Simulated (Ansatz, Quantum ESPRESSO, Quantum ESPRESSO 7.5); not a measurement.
**Work function of relaxed Co(0001) under two functionals**

Wanted: relaxation and work function of Co(0001).

Program: Quantum ESPRESSO 7.5. Level of theory: plane-wave DFT, PBE, GBRV ultrasoft pseudopotentials (geometry and cross-check by Ansatz 0.2.0 with PAW datasets; geometry under PBE). Results are calculated unless marked as measured.

**Measured values to reproduce.**

“Anisotropic work function of elemental crystals” (2019, arxiv:1902.07811) quotes from earlier work for Co (polycrystalline sample, no single face): work function, loosely compared (polycrystalline sample, no single face) 5 eV.

### Step 1. Starting point

The cell holds 6 atoms: 6 Co. Cell: a = 2.510 Å, b = 2.510 Å, c = 26.178 Å, α = 90.0°, β = 90.0°, γ = 60.0°. It derives from Co. Vacuum lies along c.

### Step 2. Relaxation with Ansatz of (0001)

The geometry comes first, from a plane-wave PAW code, so that the later runs on this slab share one structure.

File input.yaml:

```yaml
crystal:
  lattice:
    - [2.51, 0.0, 0.0]
    - [1.255, 2.1737237635, 0.0]
    - [0.0, 0.0, 26.17805]
  atoms:
    - { symbol: Co, position: [0.6666666667, 0.6666666667, 0.3055995385], spin: 1.7 }
    - { symbol: Co, position: [0.0, 0.0, 0.3833597231], spin: 1.7 }
    - { symbol: Co, position: [0.6666666667, 0.6666666667, 0.4611199077], spin: 1.7 }
    - { symbol: Co, position: [0.0, 0.0, 0.5388800923], spin: 1.7 }
    - { symbol: Co, position: [0.6666666667, 0.6666666667, 0.6166402769], spin: 1.7 }
    - { symbol: Co, position: [0.0, 0.0, 0.6944004615], spin: 1.7 }
magnetization:
  spin_polarized: true
kpoints:
  mp_grid: { grid: [12, 12, 1] }
hamiltonian:
  xc: pbe
scf:
  occupations: { method: fermi_dirac, width: 0.1 }
  convergence: { dr2_threshold: 1.0e-08 }
efield:
  axis: 3
  dipole_correction: true
  ramp_position: 0.97
  ramp_width: 0.04
relax:
  f_tol: 0.01
  constraints: [{ sites: [2, 3] }]
output:
  write_potential: true
  write_density: true
  volumetric_format: npy
```

On the command line:

```
$ ansatz run input.yaml --threads 4 --pin off --max-ram 8192MiB --backend cpu --events-out ev --progress --plain --runs-dir out
```

Numbers of over 12 decimals in the logs are rounded to 6 here.

What it wrote:

```text
Engine: ansatz 0.2.0, aarch64-unknown-linux-gnu
Pseudopotentials: kind: paw
Pseudopotential: Co, paw, valence charge 17, recommended cutoff 420 eV (normal), Co.paw.azcp
Functional definition: PBE
  parameter kappa = 0.804
  parameter beta = 0.066725
  exchange = pbe_x(kappa = kappa, mu = beta*pi^2/3)
  correlation = pbe_c(beta = beta)
Crystal: 6 atoms, lattice volume = 142.829 Å³
Basis set: ecut = 420 eV, 2793 PW (Γ), exchange–correlation on 36×36×360 points (8 copies of the dense FFT grid, shifted against one another)
Bands: 68, of which v1, the nominal top of the filled ones, is band 51 counted from 1 (50 counted from 0)
Symmetry: 6 space group operations
k-points: 19 of 144 (time reversal used)
Non-local potential: Co, projectors of the file, l = 0: 3, l = 1: 2, l = 2: 3, l = 3: 1
PAW form: soft (Blöchl's): semilocal exchange-correlation on the pseudo side does not see the compensation charge
PAW one-centre angular grid: Co, 590 points (default); XC on 64 Gauss nodes
Initial density: superposition of atomic densities (neutral atoms: chi_scale 0, normalization atom)
Starting moments: Σ|m| = 10.2 μB on 6 of 6 sites
Initial wavefunctions: pseudopotential atomic-orbital guess
Functional: x = pbe(κ = 0.804, μ = 0.219515), c = pbe(β = 0.066725)
SCF iter   1: F=—  HF=-30752.943572 eV  |F-HF|=—  |Δ(HF+E_count)|=         —  Δρ=6.12e-2 (↑1.29e-2 ↓6.12e-2)  dr2=9.50e0  dr2_m=1.02e0  M=10.197 μB ∫|m|=10.520 μB  β_m=1.00  ethr=3.10e-3  p=-0.000 e·Å  D=-6.95e-6 V/Å  ΔV_dip=0.00 eV  dr2_dipole=2.51e-7  V_vac-E_F(+/−)=7.56/7.56 eV  ⟨swp⟩=9.7  Hψ=12421  notcnv=0  defer=50
Mixer restart at iter 1: flushing history
efield: sawtooth ramp at fractional position 0.9700 (set: `efield.ramp_position`, or a place that a band, a saddle search or an elastic batch's reference lends), width 0.0400; the density the first Hamiltonian is built on has a dipole p = -0.000 e·Å; the dipole correction subtracts the counter field D = -6.95e-6 V/Å, which shifts the + side's vacuum level by +0.00 eV against the − side's; the planar-averaged density in the ramp window peaks in size at 9.6e-6 e/Å³
preconditioner: auto → LDOS  [metal: Δε(μ)=0.002 eV  Ē_g=7.418 eV  σ=0.100 eV  W_gap=0.01  n_scr=20 (ndim 8)  ℏωp=22.8 eV  f_vac=0.485  D(μ)=7.26/eV (n_scr^D=66)]
spin=Collinear: LDOS preconditioning applied to the charge; magnetization (m = ρ↑ − ρ↓) channel mixes plain (no charge-response kernel on spin).
SCF iter   2: F=—  HF=-30751.779363 eV  |F-HF|=—  |Δ(HF+E_count)|=    1.16e0  Δρ=1.27e-2 (↑1.27e-2 ↓9.84e-3)  dr2=6.67e-1  dr2_m=1.10e-1  M=10.223 μB ∫|m|=10.947 μB  β_m=0.34  ethr=3.10e-3  p=-0.000 e·Å  D=-1.03e-4 V/Å  ΔV_dip=0.00 eV  dr2_dipole=2.75e-5  V_vac-E_F(+/−)=6.57/6.56 eV  ⟨swp⟩=2.7  Hψ=4516  notcnv=0  defer=112
density mixer auto → msr1: a metal under ldos (density of states about μ 3.29 of a free-electron gas's, 20 screened modes)
SCF iter   3: F=—  HF=-30753.730041 eV  |F-HF|=—  |Δ(HF+E_count)|=    1.95e0  Δρ=5.34e-3 (↑5.34e-3 ↓5.00e-3)  dr2=1.10e-1  dr2_m=2.12e-2  M=10.234 μB ∫|m|=11.074 μB  β_m=0.48  ethr=6.54e-4  p=-0.000 e·Å  D=-6.59e-5 V/Å  ΔV_dip=0.00 eV  dr2_dipole=1.77e-5  V_vac-E_F(+/−)=5.94/5.94 eV  ⟨swp⟩=2.9  Hψ=4288  notcnv=0  defer=106
SCF iter   4: F=—  HF=-30755.223847 eV  |F-HF|=—  |Δ(HF+E_count)|=         —  Δρ=5.42e-3 (↑5.42e-3 ↓3.15e-3)  dr2=6.61e-2  dr2_m=7.90e-3  M=10.303 μB ∫|m|=11.278 μB  β_m=0.48  ethr=1.07e-4  p=-0.000 e·Å  D=-2.28e-5 V/Å  ΔV_dip=0.00 eV  dr2_dipole=1.25e-6  V_vac-E_F(+/−)=5.28/5.28 eV  ⟨swp⟩=3.1  Hψ=5440  notcnv=0  defer=97
SCF iter   5: F=—  HF=-30755.434033 eV  |F-HF|=—  |Δ(HF+E_count)|=   2.10e-1  Δρ=2.87e-3 (↑1.94e-3 ↓2.87e-3)  dr2=2.01e-2  dr2_m=1.78e-3  M=10.206 μB ∫|m|=11.197 μB  β_m=0.65  ethr=6.48e-5  p=-0.000 e·Å  D=-5.12e-6 V/Å  ΔV_dip=0.00 eV  dr2_dipole=3.40e-9  V_vac-E_F(+/−)=5.14/5.14 eV  ⟨swp⟩=2.1  Hψ=4738  notcnv=0  defer=113
SCF iter   6: F=—  HF=-30755.475208 eV  |F-HF|=—  |Δ(HF+E_count)|=   4.12e-2  Δρ=1.52e-3 (↑1.06e-3 ↓1.52e-3)  dr2=6.37e-3  dr2_m=2.74e-4  M=10.163 μB ∫|m|=11.163 μB  β_m=0.81  ethr=1.97e-5  p=-0.000 e·Å  D=-1.21e-5 V/Å  ΔV_dip=0.00 eV  dr2_dipole=4.07e-7  V_vac-E_F(+/−)=5.07/5.07 eV  ⟨swp⟩=2.2  Hψ=4444  notcnv=0  defer=111
SCF iter   7: F=—  HF=-30755.483406 eV  |F-HF|=—  |Δ(HF+E_count)|=   8.20e-3  Δρ=1.62e-3 (↑1.62e-3 ↓1.38e-3)  dr2=9.61e-3  dr2_m=1.03e-4  M=10.135 μB ∫|m|=11.146 μB  β_m=0.62  ethr=6.24e-6  p=-0.000 e·Å  D=-5.40e-6 V/Å  ΔV_dip=0.00 eV  dr2_dipole=3.42e-11  V_vac-E_F(+/−)=5.01/5.01 eV  ⟨swp⟩=2.5  Hψ=5015  notcnv=0  defer=113
SCF iter   8: F=—  HF=-30755.481326 eV  |F-HF|=—  |Δ(HF+E_count)|=   2.08e-3  Δρ=1.68e-4 (↑1.68e-4 ↓1.25e-4)  dr2=9.65e-5  dr2_m=1.71e-5  M=10.131 μB ∫|m|=11.145 μB  β_m=0.69  ethr=6.24e-6  p=-0.000 e·Å  D=-2.82e-6 V/Å  ΔV_dip=0.00 eV  dr2_dipole=2.20e-8  V_vac-E_F(+/−)=4.99/4.99 eV  ⟨swp⟩=3.1  Hψ=5522  notcnv=0  defer=113
SCF iter   9: F=—  HF=-30755.481345 eV  |F-HF|=—  |Δ(HF+E_count)|=   1.97e-5  Δρ=9.29e-5 (↑3.40e-5 ↓9.29e-5)  dr2=1.39e-5  dr2_m=3.51e-6  M=10.129 μB ∫|m|=11.147 μB  β_m=0.79  ethr=9.46e-8  p=-0.000 e·Å  D=-2.90e-6 V/Å  ΔV_dip=0.00 eV  dr2_dipole=9.45e-11  V_vac-E_F(+/−)=4.97/4.97 eV  ⟨swp⟩=2.4  Hψ=4419  notcnv=0  defer=110
SCF iter  10: F=—  HF=-30755.481352 eV  |F-HF|=—  |Δ(HF+E_count)|=   6.82e-6  Δρ=5.12e-5 (↑3.82e-5 ↓5.12e-5)  dr2=6.91e-6  dr2_m=9.31e-7  M=10.128 μB ∫|m|=11.148 μB  β_m=0.64  ethr=1.37e-8  p=-0.000 e·Å  D=-2.09e-6 V/Å  ΔV_dip=0.00 eV  dr2_dipole=5.15e-10  V_vac-E_F(+/−)=4.97/4.97 eV  ⟨swp⟩=2.9  Hψ=4578  notcnv=0  defer=110
SCF iter  11: F=—  HF=-30755.481351 eV  |F-HF|=—  |Δ(HF+E_count)|=   1.09e-6  Δρ=1.73e-5 (↑1.73e-5 ↓1.68e-5)  dr2=4.37e-7  dr2_m=2.86e-7  M=10.128 μB ∫|m|=11.148 μB  β_m=0.74  ethr=6.78e-9  p=-0.000 e·Å  D=-2.29e-6 V/Å  ΔV_dip=0.00 eV  dr2_dipole=9.06e-11  V_vac-E_F(+/−)=4.97/4.97 eV  ⟨swp⟩=2.1  Hψ=3654  notcnv=0  defer=110
SCF iter  12: F=—  HF=-30755.481351 eV  |F-HF|=—  |Δ(HF+E_count)|=   4.88e-7  Δρ=9.25e-6 (↑8.22e-6 ↓9.25e-6)  dr2=8.29e-8  dr2_m=6.25e-8  M=10.128 μB ∫|m|=11.148 μB  β_m=0.87  ethr=4.29e-10  p=-0.000 e·Å  D=-2.03e-6 V/Å  ΔV_dip=0.00 eV  dr2_dipole=2.93e-10  V_vac-E_F(+/−)=4.97/4.97 eV  ⟨swp⟩=2.8  Hψ=4466  notcnv=0  defer=110
SCF iter  13: F=—  HF=-30755.481352 eV  |F-HF|=—  |Δ(HF+E_count)|=   1.30e-7  Δρ=8.07e-6 (↑4.23e-6 ↓8.07e-6)  dr2=1.27e-7  dr2_m=1.05e-8  M=10.128 μB ∫|m|=11.148 μB  β_m=0.80  ethr=8.13e-11  p=-0.000 e·Å  D=-2.43e-6 V/Å  ΔV_dip=0.00 eV  dr2_dipole=2.63e-10  V_vac-E_F(+/−)=4.97/4.97 eV  ⟨swp⟩=2.5  Hψ=4892  notcnv=0  defer=110
[...]
preconditioner: auto → LDOS  [metal: Δε(μ)=0.006 eV  Ē_g=7.321 eV  σ=0.100 eV  W_gap=0.01  n_scr=14 (ndim 8)  ℏωp=22.8 eV  f_vac=0.504  D(μ)=5.84/eV (n_scr^D=22)]
spin=Collinear: LDOS preconditioning applied to the charge; magnetization (m = ρ↑ − ρ↓) channel mixes plain (no charge-response kernel on spin).
SCF iter   2: F=—  HF=-30755.523999 eV  |F-HF|=—  |Δ(HF+E_count)|=   1.00e-4  Δρ=1.66e-4 (↑1.66e-4 ↓1.45e-4)  dr2=2.90e-4  dr2_m=3.22e-6  M=10.044 μB ∫|m|=11.041 μB  β_m=0.31  ethr=1.53e-6  p=-0.000 e·Å  D=-1.72e-7 V/Å  ΔV_dip=0.00 eV  dr2_dipole=2.60e-8  V_vac-E_F(+/−)=4.92/4.92 eV  ⟨swp⟩=2.0  Hψ=3750  notcnv=0  defer=125
density mixer auto → msr1: a metal under ldos (density of states about μ 2.89 of a free-electron gas's, 20 screened modes)
SCF iter   3: F=—  HF=-30755.524004 eV  |F-HF|=—  |Δ(HF+E_count)|=   5.00e-6  Δρ=1.52e-4 (↑1.52e-4 ↓8.32e-5)  dr2=5.55e-5  dr2_m=9.44e-6  M=10.044 μB ∫|m|=11.041 μB  β_m=0.46  ethr=2.84e-7  p=-0.000 e·Å  D=-1.27e-6 V/Å  ΔV_dip=0.00 eV  dr2_dipole=2.97e-8  V_vac-E_F(+/−)=4.92/4.92 eV  ⟨swp⟩=1.8  Hψ=2889  notcnv=0  defer=125
SCF iter   4: F=—  HF=-30755.524031 eV  |F-HF|=—  |Δ(HF+E_count)|=   2.73e-5  Δρ=6.65e-5 (↑5.75e-5 ↓6.65e-5)  dr2=9.25e-6  dr2_m=3.28e-6  M=10.045 μB ∫|m|=11.043 μB  β_m=0.59  ethr=5.44e-8  p=-0.000 e·Å  D=-8.07e-7 V/Å  ΔV_dip=0.00 eV  dr2_dipole=1.07e-8  V_vac-E_F(+/−)=4.91/4.91 eV  ⟨swp⟩=2.0  Hψ=3503  notcnv=0  defer=125
SCF iter   5: F=—  HF=-30755.524047 eV  |F-HF|=—  |Δ(HF+E_count)|=   1.64e-5  Δρ=6.89e-5 (↑6.89e-5 ↓2.42e-5)  dr2=2.94e-6  dr2_m=2.45e-6  M=10.047 μB ∫|m|=11.044 μB  β_m=0.62  ethr=9.07e-9  p=0.000 e·Å  D=1.49e-6 V/Å  ΔV_dip=-0.00 eV  dr2_dipole=2.05e-10  V_vac-E_F(+/−)=4.91/4.91 eV  ⟨swp⟩=2.2  Hψ=4685  notcnv=0  defer=125
SCF iter   6: F=—  HF=-30755.524051 eV  |F-HF|=—  |Δ(HF+E_count)|=   3.58e-6  Δρ=2.00e-5 (↑2.00e-5 ↓1.49e-5)  dr2=5.58e-7  dr2_m=2.37e-7  M=10.047 μB ∫|m|=11.045 μB  β_m=0.68  ethr=2.88e-9  p=0.000 e·Å  D=4.38e-6 V/Å  ΔV_dip=-0.00 eV  dr2_dipole=1.44e-9  V_vac-E_F(+/−)=4.91/4.91 eV  ⟨swp⟩=3.2  Hψ=5047  notcnv=0  defer=125
SCF iter   7: F=—  HF=-30755.524051 eV  |F-HF|=—  |Δ(HF+E_count)|=   1.20e-7  Δρ=1.15e-5 (↑1.15e-5 ↓1.15e-5)  dr2=6.25e-7  dr2_m=3.86e-8  M=10.047 μB ∫|m|=11.045 μB  β_m=0.57  ethr=5.47e-10  p=0.000 e·Å  D=3.99e-6 V/Å  ΔV_dip=-0.00 eV  dr2_dipole=4.43e-11  V_vac-E_F(+/−)=4.91/4.91 eV  ⟨swp⟩=2.3  Hψ=4586  notcnv=0  defer=125
SCF iter   8: F=—  HF=-30755.524051 eV  |F-HF|=—  |Δ(HF+E_count)|=   2.45e-8  Δρ=5.02e-6 (↑5.02e-6 ↓2.61e-6)  dr2=5.00e-8  dr2_m=1.50e-8  M=10.048 μB ∫|m|=11.045 μB  β_m=0.60  ethr=5.47e-10  p=0.000 e·Å  D=4.12e-6 V/Å  ΔV_dip=-0.00 eV  dr2_dipole=1.45e-13  V_vac-E_F(+/−)=4.91/4.91 eV  ⟨swp⟩=2.2  Hψ=3979  notcnv=0  defer=125
SCF iter   9: F=—  HF=-30755.524051 eV  |F-HF|=—  |Δ(HF+E_count)|=   4.93e-8  Δρ=1.91e-6 (↑1.91e-6 ↓1.50e-6)  dr2=2.40e-9  dr2_m=3.45e-9  M=10.048 μB ∫|m|=11.045 μB  β_m=0.70  ethr=4.90e-11  p=0.000 e·Å  D=4.11e-6 V/Å  ΔV_dip=-0.00 eV  dr2_dipole=2.07e-14  V_vac-E_F(+/−)=4.91/4.91 eV  ⟨swp⟩=2.1  Hψ=3670  notcnv=0  defer=125
SCF iter  10: F=—  HF=-30755.524051 eV  |F-HF|=—  |Δ(HF+E_count)|=   1.19e-8  Δρ=2.50e-6 (↑3.58e-7 ↓2.50e-6)  dr2=1.01e-8  dr2_m=1.99e-9  M=10.048 μB ∫|m|=11.045 μB  β_m=0.67  ethr=2.35e-12  p=0.000 e·Å  D=4.09e-6 V/Å  ΔV_dip=-0.00 eV  dr2_dipole=2.23e-11  V_vac-E_F(+/−)=4.91/4.91 eV  ⟨swp⟩=3.4  Hψ=5535  notcnv=0  defer=125
SCF iter  11: F=-30755.524051 eV  HF=-30755.524051 eV  |F-HF|=3.61e-9  |Δ(HF+E_count)|=  2.47e-10  Δρ=1.54e-6 (↑4.13e-7 ↓1.54e-6)  dr2=4.33e-9  dr2_m=1.04e-9  M=10.048 μB ∫|m|=11.045 μB  ethr=2.35e-12  p=0.000 e·Å  D=4.09e-6 V/Å  ΔV_dip=-0.00 eV  dr2_dipole=1.84e-13  V_vac-E_F(+/−)=4.91/4.91 eV  ⟨swp⟩=6.5  Hψ=14714  notcnv=0
SCF 4 converged in 11 iterations: F = -30755.524051 eV  dr2 = 4.33e-9
relax step   4: F+E_penalty+E_count = -30755.52405113 eV  Δ(F+E_penalty+E_count) = -4.059e-4 eV  max|allowed force component| = 2.357e-4 eV/Å  Δτ_max = 0.0079 Å  (11 SCF iters, accepted)
NSCF: frozen V_eff on 19 k-points
the band table was solved once a step of the walk had ended and its energy, with any forces and stress, was formed, with the checks that follow a solve (12941 applications of the Hamiltonian). They found nothing against the state; the energy, forces and stress were not computed again (output.eigenvalues in the input reference)
WARN: The output density's exchange-correlation potential varies sharply where the density is thin. Do not read a vacuum level from v_tot or v_xc, or from such a field of the output density. On a cell that repeats whose density bears no net charge and no dipole along the vacuum's axis use v_es (v_loc + v_h of the components); under efield.dipole_correction with no amplitude use v_es + v_field, which holds any externa [...]
SCF converged after 11 iterations
Magnetization: 10.0476 μB (56.0238 up, 45.9762 down)
Absolute magnetization: 11.0484 μB (∫|ρ↑−ρ↓|, with the PAW one-centre terms)
Spin contamination: 0.2006 ħ² per cell (⟨S²⟩ above its minimum at these occupations)
Per-site moments (μB) at R_I (Å): [(1.787029, 1.001827), (1.737542, 1.001827), (1.713390, 1.029673), (1.713390, 1.029673), (1.737542, 1.001827), (1.787029, 1.001827)]
Free energy (F): -30755.524051 eV
Harris-Foulkes:  -30755.524051 eV  (|F-HF|=3.61e-9)
Internal energy: -30755.328070 eV  (E = F + TS)
E sigma→0 (E₀):  -30755.426060 eV
Entropy (-TS):   -0.195981 eV (-32.664 meV/atom)
Fermi energy:    5.946253 eV
Dipole field:    D = 0.000005 V/Å  (p = 0.000004 e·Å, saw-weighted, corrected)
Work function:   Φ+ = 4.9088 eV   Φ− = 4.9089 eV
Levels:          The Fermi level and band energies are counted from a zero that moves with the ramp; work functions are not
--- Per-component energies (eV) ---
  E_band       = -2759.180572
  E_kinetic    = 2716.428104
  E_local      = -240084.524806  (includes V_loc(G=0)·N_el)
  E_nonlocal   = 2729.871794
  E_hartree    = 118020.902053
  E_xc         = -950.350601
  E_vxc        = -1226.033558  (∫ρ·V_xc dr)
  E_paw        = -9094.154655  (= ΣΔE_a)
  E_vpaw       = -2936.722945  (= ΣTr[D̂ρ^β])
  E_aug_tail   = 0.000452  (compensation charges beyond the density's cutoff)
  E_efield     = 0.000000  (sawtooth field / dipole correction)
  E_vefield    = -0.000127  (∫n·V_field dr)
  E_ewald      = 95906.499589
  E_smearing   = -0.195981  (= −TS)
  E_closure    = 0.000000  (closes the sum)
  Σ components = -30755.524051   (vs F -30755.524051, Δ=0.00e0)
--- Forces (eV/Å), atoms counted from 1 ---
  atom   1  Co     0.00000000     0.00000000    -0.00023520
  atom   2  Co     0.00000000     0.00000000     0.00015325
  atom   3  Co    -0.00000000    -0.00000000     0.24699704
  atom   4  Co     0.00000000     0.00000000    -0.24699768
  atom   5  Co    -0.00000000    -0.00000000    -0.00015388
  atom   6  Co     0.00000000    -0.00000000     0.00023574
  max |Σ_I F_I| component: 7.27e-7 eV/Å
--- Band table (eV; the first three rows and the last of 38) ---
  k-point 0 ↑: bands = [... 47 lower, 4.0729, 4.0729, 4.3021, 4.3021, 4.6214, 4.6214, 4.8984, 4.8984, ... 13 higher]
  k-point 1 ↑: bands = [... 47 lower, 4.0159, 4.0341, 4.2530, 4.2771, 4.4956, 4.6027, 4.6231, 4.8212, ... 13 higher]
  k-point 2 ↑: bands = [... 47 lower, 3.9610, 3.9941, 4.0834, 4.2758, 4.3025, 4.5745, 4.6074, 4.8838, ... 13 higher]
  k-point 18 ↓: bands = [... 47 lower, 6.8014, 6.8014, 6.8804, 6.9079, 6.9079, 6.9884, 6.9884, 11.3072, ... 13 higher]
--- Relaxed structure (4 steps of the walk, 4 accepted, 0 SCFs on fresh bases) ---
  F+E_penalty+E_count = -30755.52405113 eV   max|allowed force component| = 2.357e-4 eV/Å
  atoms:
    - { symbol: Co, position: [0.666667, 0.666667, 0.309031] }
    - { symbol: Co, position: [0, 0, 0.383480] }
    - { symbol: Co, position: [0.666667, 0.666667, 0.4611199077] }
    - { symbol: Co, position: [0.0, 0.0, 0.5388800923] }
    - { symbol: Co, position: [0.666667, 0.666667, 0.616520] }
    - { symbol: Co, position: [0, 0, 0.690969] }
```

Wall time 49 s (4 threads of Arm Neoverse V2, shared host); peak memory 0.67 GiB; 3.1 min of CPU time.

Step by step:

```
step  energy less that of the first step (eV)  largest force component (eV/Å)
   1                                   0.0000                          0.4570
   2                                  -0.0280                          0.2836
   3                                  -0.0423                          0.0517
   4                                  -0.0427                          0.0002
```

The atoms that moved most (Å):

```
atom     dx     dy      dz  length
 Co6  0.000  0.000  -0.090   0.090
 Co1  0.000  0.000   0.090   0.090
```

The relaxed structure:

```cif
data_structure
_symmetry_space_group_name_H-M 'P 1'
_symmetry_Int_Tables_number 1
_cell_length_a 2.5100
_cell_length_b 2.5100
_cell_length_c 26.1780
_cell_angle_alpha 90.000
_cell_angle_beta 90.000
_cell_angle_gamma 60.000
_cell_volume 142.83
loop_
_atom_site_label
_atom_site_type_symbol
_atom_site_fract_x
_atom_site_fract_y
_atom_site_fract_z
_atom_site_occupancy
Co1 Co 0.66667 0.66667 0.30903 1
Co2 Co 0.00000 0.00000 0.38348 1
Co3 Co 0.66667 0.66667 0.46112 1
Co4 Co 0.00000 0.00000 0.53888 1
Co5 Co 0.66667 0.66667 0.61652 1
Co6 Co 0.00000 0.00000 0.69097 1
```

The relaxation lowers the energy by 7 meV an atom. Held were the atoms numbered 3 and 4; the forces quoted are those on the free ones.

Read from the output:

| Quantity | Value |
| --- | --- |
| free energy | -30755.5241 eV |
| energy at zero smearing | -30755.4261 eV |
| smearing term TS | 0.1960 eV |
| Fermi energy | 5.946 eV |
| magnetization | 10.05 μB |
| absolute magnetization | 11.05 μB |
| site moments | 1.787, 1.738, 1.713, 1.713, 1.738, 1.787 μB |
| symmetry operations | 6 |
| work function of the upper face | 4.909 eV |
| work function of the lower face | 4.909 eV |
| dipole along the normal | 3.77e-6 e·Å |

(Continued in part 2 of 3.)

[Logs are printed without paths, hosts, clocks, repeated set-up lines and the standing remarks that a program may print on its own settings, such as how far it seeks lower states.]

[Hosts, paths, dates, database ids (printed as entryN), source tags and the programs' standing remarks are cut or masked in the printed files.]

[Maps of the electrostatic potential energy from Ansatz leave out the sawtooth potential of an applied field or a dipole correction, so their vacuum need not be flat; planar profiles and work functions include it.]
